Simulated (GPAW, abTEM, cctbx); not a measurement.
# BiRu2: the scripts behind a bonding study

Short scripts, each with its output. The start was made by putting kin elements into a known structure type; the compound need not exist, or be stable, in this form.

**1. Relax the structure**

```text
cell
1.0
     2.650500000    1.530266888    4.298666667
    -2.650500000    1.530266888    4.298666667
     0.000000000   -3.060533777    4.298666667
Bi Ru
2 4
Direct
0.626033340 0.626033340 0.626033340
0.373966660 0.373966660 0.373966660
0.000000000 0.500000000 0.000000000
0.500000000 0.000000000 0.000000000
0.000000000 0.000000000 0.500000000
0.000000000 0.000000000 0.000000000
```

```python
from ase.constraints import FixSymmetry
from ase.filters import FrechetCellFilter
from ase.io import read, write
from ase.optimize import BFGS
from ase.parallel import parprint
from gpaw import GPAW, PW, FermiDirac

atoms = read("start.vasp")
atoms.set_constraint(FixSymmetry(atoms))
atoms.calc = GPAW(mode=PW(570), xc="PBE", kpts={"size": (5, 5, 5), "gamma": True},
                 occupations=FermiDirac(0.1), maxiter=120, symmetry={"tolerance": 1e-5}, txt="relax.txt")
BFGS(FrechetCellFilter(atoms), maxstep=0.15).run(fmax=0.03, steps=40)
parprint("cell  %.4f %.4f %.4f  %.2f %.2f %.2f" % tuple(atoms.cell.cellpar()))
parprint("volume %.3f A^3, largest force %.3f eV/A, largest stress %.2f GPa" % (atoms.get_volume(), abs(atoms.get_forces()).max(), 160.218 * abs(atoms.get_stress()).max()))
atoms.set_constraint()
write("relaxed.vasp", atoms, direct=True)
```

```console
$ OMP_NUM_THREADS=1 mpirun -n 4 gpaw python run.py > gpaw.log
```

```text
      Step        Energy          fmax
BFGS:    0      -43.633365        0.759184
BFGS:    1      -43.656643        0.650495
BFGS:    2      -43.725218        0.037450
BFGS:    3      -43.725693        0.006138
cell  5.3448 5.3448 5.3448  60.33 60.33 60.33
volume 108.763 A^3, largest force 0.006 eV/A, largest stress 0.05 GPa
```

Time: 82 s on 4 cores of Arm Neoverse V2 (shared host), peak memory 1 GiB.

**2. Build the all-electron density and subtract free atoms**

```text
cell
1.0
     2.685607703    1.550536330    4.353155853
    -2.685607707    1.550536330    4.353155853
     0.000000003   -3.101072660    4.353155853
Bi Ru
2 4
Direct
0.625383610 0.625383620 0.625383610
0.374616380 0.374616390 0.374616380
0.000000000 0.500000010 0.000000000
0.500000000 0.999999990 0.000000000
0.000000000 0.000000010 0.500000000
0.000000000 0.000000000 0.000000000
```

```python
import numpy as np
from ase.io import read
from ase.units import Bohr
from gpaw import GPAW, PW, FermiDirac
from gpaw.calculator import GPAW as OldGPAW
from gpaw.mpi import serial_comm, world
from scipy.special import erfc
from scipy.spatial import cKDTree

atoms = read("cell.vasp")
atoms.calc = GPAW(mode=PW(450), xc="PBE", kpts={"size": (5, 5, 5), "gamma": True},
                 occupations=FermiDirac(0.1), maxiter=120, symmetry={"tolerance": 1e-5}, txt="scf.txt")
atoms.get_potential_energy()
rho = atoms.calc.get_all_electron_density(gridrefinement=2)
moments = atoms.get_magnetic_moments() if atoms.calc.get_number_of_spins() == 2 else np.zeros(len(atoms))
total = atoms.get_magnetic_moment() if moments.any() else 0.0
if world.rank == 0:
    free = OldGPAW(mode=PW(450), xc="PBE", txt=None, communicator=serial_comm)
    neutral = atoms.copy()
    neutral.set_initial_magnetic_moments(None)
    free.initialize(neutral)
    free.set_positions(neutral)
    drho = rho - free.get_all_electron_density(gridrefinement=2)
    # GPAW starts from confined atoms: exchange their smooth part for that of the datasets' free atoms
    h = np.stack(np.meshgrid(*[np.fft.fftfreq(n, 1 / n) for n in drho.shape], indexing="ij"), -1)
    gabs = np.linalg.norm(h @ atoms.cell.reciprocal(), axis=-1)
    tails = np.fft.fftn(free.get_pseudo_density(gridrefinement=2))
    g, form, v0 = np.linspace(0, gabs.max(), 1500), {}, 0
    for e in set(atoms.symbols):
        idx = atoms.symbols.search(e)
        d = free.setups[idx[0]].data
        r, w = d.rgd.r_g * Bohr, d.rgd.r_g**2 * d.rgd.dr_g
        j0 = np.sinc(2 * g[:, None] * r)
        smooth = sum(f * p**2 for f, p in zip(d.f_j, d.phit_jg)) + np.sqrt(4 * np.pi) * d.nct_g
        full = sum(f * p**2 for f, p in zip(d.f_j, d.phi_jg)) + np.sqrt(4 * np.pi) * d.nc_g
        phase = sum(np.exp(-2j * np.pi * h @ s) for s in atoms.get_scaled_positions()[idx])
        tails -= np.interp(gabs, g, j0 @ (smooth * w)) * phase * drho.size / atoms.get_volume()
        form[e] = j0 @ (full * w)
        v0 += 2 * np.pi / 3 * 14.3996 * (full * w * r**2).sum() * len(idx)  # V A^3
    tails *= 0.5 * erfc((gabs - 1.8) / 0.25)  # the tails differ at long wavelengths alone
    drho += np.fft.ifftn(tails).real  # crystal minus superposed spherical free atoms
    np.save("drho.npy", drho)
    dv = atoms.get_volume() / drho.size
    print("grid", drho.shape, " electrons %.3f" % (rho.sum() * dv), " moved by bonding %.3f e" % (abs(drho).sum() * dv / 2))
    pts = np.indices(drho.shape).reshape(3, -1).T / drho.shape @ atoms.cell
    shifts = (np.indices((3, 3, 3)).reshape(3, -1).T - 1) @ atoms.cell
    images = (atoms.positions[None] + shifts[:, None]).reshape(-1, 3)
    dist, idx = cKDTree(images).query(pts, k=4)
    out = drho.ravel()[dist[:, 0] > 0.5]
    print("deformation density beyond 0.5 A of the nuclei: max %.3f, min %.3f e/A^3" % (out.max(), out.min()))
    tie = dist < dist[:, :1] + 1e-4
    q = -np.bincount((idx % len(atoms))[tie], (drho.ravel()[:, None] / tie.sum(1, keepdims=True) * tie)[tie], len(atoms)) * dv
    print("atom        x       y       z   Voronoi charge  moment")
    for a, s, c, m in zip(atoms, atoms.get_scaled_positions(), q, moments):
        print("%-2s%-3d %7.4f %7.4f %7.4f %10.3f %10.2f" % (a.symbol, a.index + 1, *s, c, m))
    np.savez("free.npz", g=g, **form)
    print("mean inner potential of superposed free atoms %.3f V" % (v0 / atoms.get_volume()))
    print("total magnetic moment %.3f muB" % total)
```

```console
$ OMP_NUM_THREADS=1 mpirun -n 4 gpaw python run.py > gpaw.log
```

```text
grid (54, 54, 54)  electrons 342.000  moved by bonding 1.445 e
deformation density beyond 0.5 A of the nuclei: max 0.076, min -0.214 e/A^3
atom        x       y       z   Voronoi charge  moment
Bi1    0.6254  0.6254  0.6254      0.252       0.00
Bi2    0.3746  0.3746  0.3746      0.252       0.00
Ru3    0.0000  0.5000  0.0000     -0.127       0.00
Ru4    0.5000  1.0000  0.0000     -0.127       0.00
Ru5    0.0000  0.0000  0.5000     -0.127       0.00
Ru6    0.0000  0.0000  0.0000     -0.125       0.00
mean inner potential of superposed free atoms 28.377 V
total magnetic moment 0.000 muB
```

Time: 25 s.

**3. Fourier-transform the difference**

```python
from cctbx import adptbx, crystal, miller, xray
from cctbx.eltbx import tiny_pse
import numpy as np

cs = crystal.symmetry(unit_cell=(5.3712, 5.3712, 13.0595, 90, 90, 120), space_group_symbol='Hall: -R 3 2"')  # R-3m
atoms = [  # label, site, U (iso, or U11 U22 U33 U12 U13 U23 in A^2), occupancy
    ("Bi1", (1/3, 2/3, 0.29205), 0.0000, 1),
    ("Ru1", (0.83333, 0.16667, 0.16667), 0.0000, 1),
    ("Ru2", (0, 0, 0), 0.0000, 1),
]
xs = xray.structure(crystal_symmetry=cs)
for label, site, u, occ in atoms:
    u = adptbx.u_cif_as_u_star(cs.unit_cell(), u) if isinstance(u, tuple) else u
    xs.add_scatterer(xray.scatterer(label, site=site, u=u, occupancy=occ))
xs.scattering_type_registry(table="wk1995")
drho = np.load("drho.npy")
T = np.array([[1, -1, 0], [0, 1, -1], [1, 1, 1]])  # conventional axes in terms of the primitive ones
dF = np.fft.ifftn(drho) * 326.28811  # electrons a conventional cell, indexed by primitive hkl
ms = miller.build_set(cs, anomalous_flag=False, d_min=0.9).sort("resolution")
iam = ms.structure_factors_from_scatterers(xs, algorithm="direct").f_calc()
p1 = xs.expand_to_p1()
z = np.array([tiny_pse.table(sc.scattering_type).atomic_number() for sc in p1.scatterers()])
x = np.array(p1.sites_frac())
free = np.load("free.npz")
print("static structure factors of the conventional cell: F in electrons, V (Mott-Bethe) in volts")
print("   h  k  l      d  |F| table  |F| free   |F| DFT   change   |V| free  |V| DFT  change %")
for h, d, table in list(zip(ms.indices(), ms.d_spacings().data(), iam.data()))[:16]:
    df = dF[tuple(np.rint(np.linalg.solve(T, h)).astype(int))]
    phase = np.exp(2j * np.pi * x @ h)
    f = sum(np.interp(1 / d, free["g"], free[sc.scattering_type]) * p for sc, p in zip(p1.scatterers(), phase))
    fz = (z * phase).sum()
    c = 14.3996 * d * d / (np.pi * cs.unit_cell().volume())
    v0, v1 = abs(fz - f) * c, abs(fz - f - df) * c
    print("%4d%3d%3d %7.4f %9.3f %9.3f %9.3f %8.3f %9.3f %8.3f %8s" % (h + (d, abs(table), abs(f), abs(f + df), abs(f + df) - abs(f), v0, v1, "%.1f" % (100 * (v1 / v0 - 1)) if v0 > 0.02 else "-")))
```

```console
$ python run.py
```

```text
static structure factors of the conventional cell: F in electrons, V (Mott-Bethe) in volts
   h  k  l      d  |F| table  |F| free   |F| DFT   change   |V| free  |V| DFT  change %
   1  0  1  4.3819    87.265    87.156    86.465   -0.692     0.036    0.223    517.9
   0  0  3  4.3532    90.410    90.303    89.602   -0.701     0.099    0.285    189.0
   1  0 -2  3.7886     2.193     2.191     2.198    0.007     0.042    0.040     -3.2
   1  1  0  2.6856   428.063   427.874   427.529   -0.345     7.105    7.140      0.5
   1  0  4  2.6723   427.584   427.397   427.045   -0.352     7.080    7.116      0.5
   2  0 -1  2.2898   495.181   494.814   493.874   -0.940     8.873    8.943      0.8
   1  1  3  2.2856   497.716   497.350   496.392   -0.958     8.904    8.974      0.8
   1  0 -5  2.2774   491.561   491.200   490.243   -0.957     8.792    8.862      0.8
   2  0  2  2.1910   400.263   399.787   397.592   -2.195     8.484    8.632      1.7
   0  0  6  2.1766   407.121   406.654   404.418   -2.236     8.555    8.703      1.7
   2  0 -4  1.8943    11.138    11.292    13.231    1.939     2.083    2.180      4.7
   2  1  1  1.7424    85.330    85.328    85.915    0.587     0.084    0.059    -29.9
   2  0  5  1.7370    82.700    82.696    83.276    0.580     0.050    0.025    -49.3
   1  0  7  1.7316    90.417    90.409    90.985    0.575     0.152    0.128    -15.9
   2  1 -2  1.6977     1.816     1.816     1.825    0.010     0.024    0.023     -1.7
   1  1  6  1.6910     5.440     5.439     5.438   -0.001     0.071    0.071      0.0
```

Time: 0.25 s on 1 core of Arm Neoverse V2 (shared host), peak memory 0.08 GiB.

**4. Propagate a plane wave with and without the bonding term**

```python
import abtem
import numpy as np
from ase.build import make_supercell
from ase.io import read

abtem.config.set({"dask.lazy": False, "fft": "fftw", "diagnostics.progress_bar": False})
M = [[0, 1, -1], [1, 1, 1], [2, -1, -1]]  # rows: x, y and beam direction in the primitive cell's axes
unit = make_supercell(read("cell.vasp"), M)
unit.set_cell(list(unit.cell.lengths()) + [90, 90, 90], scale_atoms=True)
unit.positions[:, 2] += 1.1629  # keeps atomic planes off the slice boundaries
unit.wrap()
slab = unit * (2, 2, 65)
print(slab.get_chemical_formula(), "| box %.2f x %.2f x %.2f A" % tuple(slab.cell.lengths()))

# change of the potential by bonding, from the DFT deformation density (Poisson's equation term by term)
drho = np.load("drho.npy")
prim = read("cell.vasp")
h = np.stack(np.meshgrid(*[np.fft.fftfreq(n, 1 / n) for n in drho.shape], indexing="ij"), -1).reshape(-1, 3).astype(int)
g2 = ((h @ prim.cell.reciprocal()) ** 2).sum(1)
keep = (g2 > 0) & (g2 < 2.5**2)
shape = (154, 374, 54)
vg = np.zeros(shape, complex)
hm = h[keep] @ np.array(M).T
move = np.exp(-2j * np.pi * hm[:, 2] * (1.1629 / unit.cell[2, 2] - 0.5 / shape[2]))  # the same shift, sampled at mid-points
vg[tuple(hm.T % np.array(shape)[:, None])] = -14.3996 / np.pi * (np.fft.fftn(drho).ravel() / drho.size)[keep] / g2[keep] * move
dV = np.fft.ifftn(vg).real * vg.size
dV = dV.reshape(154, 374, 6, 9).mean(3) * unit.cell[2, 2] / 6  # V A, projected in each slice
dV = np.tile(dV.transpose(2, 0, 1), (65, 2, 2))


def build(atoms):
    p = abtem.Potential(atoms, gpts=(308, 748), slice_thickness=[slab.cell[2, 2] / 390] * 390,
                        parametrization="lobato", projection="infinite", exit_planes=30).build()
    p.array[:] += BONDING * dV
    return p


sigmas = {'Bi': 0.072, 'Ru': 0.081}  # r.m.s. displacement along each axis, A
u = np.array([sigmas[s] for s in slab.symbols])[:, None]
rng = np.random.default_rng(24)


def potentials():
    for _ in range(3):  # frozen phonons, one configuration at a time
        atoms = slab.copy()
        atoms.positions += u * rng.standard_normal((len(atoms), 3))
        atoms.wrap()
        yield build(atoms)


for label, BONDING in (("IAM", 0.0), ("DFT", 1.0)):
    print("=====", label)
    rng = np.random.default_rng(24)  # the same displacements for both
    potential = build(slab)
    print("grid", potential.gpts, "slices", potential.num_slices)
    thickness = potential.exit_thicknesses
    wave = abtem.PlaneWave(energy=200000)
    dp = np.mean([wave.multislice(p).diffraction_patterns(max_angle="valid").array for p in potentials()], axis=0)
    hkl = [(0, 0, 0), (0, 0, 3), (1, -2, 0), (1, -2, 3)]
    nx, ny = dp.shape[-2:]
    print("intensity of each beam, fraction of the incident wave")
    print("  t (A)" + "".join("%9s" % " ".join(map(str, h)) for h in hkl) + "  diffuse    total")
    grid = np.zeros((nx, ny), bool)
    grid[nx // 2 % 2::2, ny // 2 % 2::2] = True
    for t, a in list(zip(thickness, dp))[1:]:
        idx = [np.rint(np.array(M) @ np.linalg.solve([[1, -1, 0], [0, 1, -1], [1, 1, 1]], h)).astype(int) for h in hkl]
        print("%7.1f" % t + "".join("%9.5f" % a[nx // 2 + i[0] * 2, ny // 2 + i[1] * 2] for i in idx) + "%9.4f%9.4f" % (a[~grid].sum(), a.sum()))
```

```console
$ python run.py
```

```text
Bi3120Ru6240 | box 10.74 x 26.12 x 604.71 A
===== IAM
grid (308, 748) slices 390
intensity of each beam, fraction of the incident wave
  t (A)    0 0 0    0 0 3   1 -2 0   1 -2 3  diffuse    total
   46.5  0.36413  0.00228  0.03320  0.04222   0.0898   0.9939
   93.0  0.22203  0.03084  0.05398  0.03631   0.2022   0.9851
  139.5  0.21500  0.07240  0.07043  0.00285   0.2505   0.9808
  186.1  0.03838  0.06070  0.11440  0.00183   0.3107   0.9743
  232.6  0.14956  0.05428  0.07093  0.00024   0.3499   0.9682
  279.1  0.17646  0.04699  0.02739  0.01389   0.3710   0.9640
  325.6  0.20372  0.01191  0.01977  0.02270   0.3954   0.9589
  372.1  0.23898  0.01419  0.00961  0.01654   0.4063   0.9543
  418.6  0.16143  0.02717  0.02456  0.01393   0.4176   0.9499
  465.2  0.09960  0.04570  0.04039  0.00531   0.4319   0.9452
  511.7  0.07157  0.05630  0.04533  0.00140   0.4420   0.9405
  558.2  0.06574  0.03633  0.04751  0.00393   0.4542   0.9354
  604.7  0.09372  0.01907  0.03251  0.00729   0.4674   0.9304
===== DFT
grid (308, 748) slices 390
intensity of each beam, fraction of the incident wave
  t (A)    0 0 0    0 0 3   1 -2 0   1 -2 3  diffuse    total
   46.5  0.36122  0.00220  0.03275  0.04282   0.0899   0.9939
   93.0  0.22992  0.03044  0.05124  0.03695   0.2019   0.9851
  139.5  0.21601  0.07083  0.07125  0.00248   0.2502   0.9808
  186.1  0.03694  0.06181  0.11429  0.00225   0.3111   0.9743
  232.6  0.14624  0.06098  0.06926  0.00014   0.3488   0.9683
  279.1  0.16405  0.05235  0.02913  0.01422   0.3694   0.9641
  325.6  0.19971  0.01522  0.01941  0.02278   0.3936   0.9591
  372.1  0.23803  0.01599  0.00855  0.01761   0.4035   0.9547
  418.6  0.16148  0.02715  0.02285  0.01632   0.4148   0.9503
  465.2  0.10554  0.04803  0.03777  0.00650   0.4286   0.9457
  511.7  0.07414  0.05903  0.04545  0.00187   0.4378   0.9410
  558.2  0.06290  0.04029  0.04929  0.00374   0.4500   0.9360
  604.7  0.08913  0.02333  0.03429  0.00698   0.4632   0.9310
```

Time: 1.7 min.

[Outputs are excerpts: Python notices, other lines and further rows are left out; steps that failed or that the build refused (PBEsol, TPSS) are not shown.]

[Logs are printed without paths, hosts, clocks, repeated set-up lines and the standing remarks that a program may print on its own settings, such as how far it seeks lower states.]
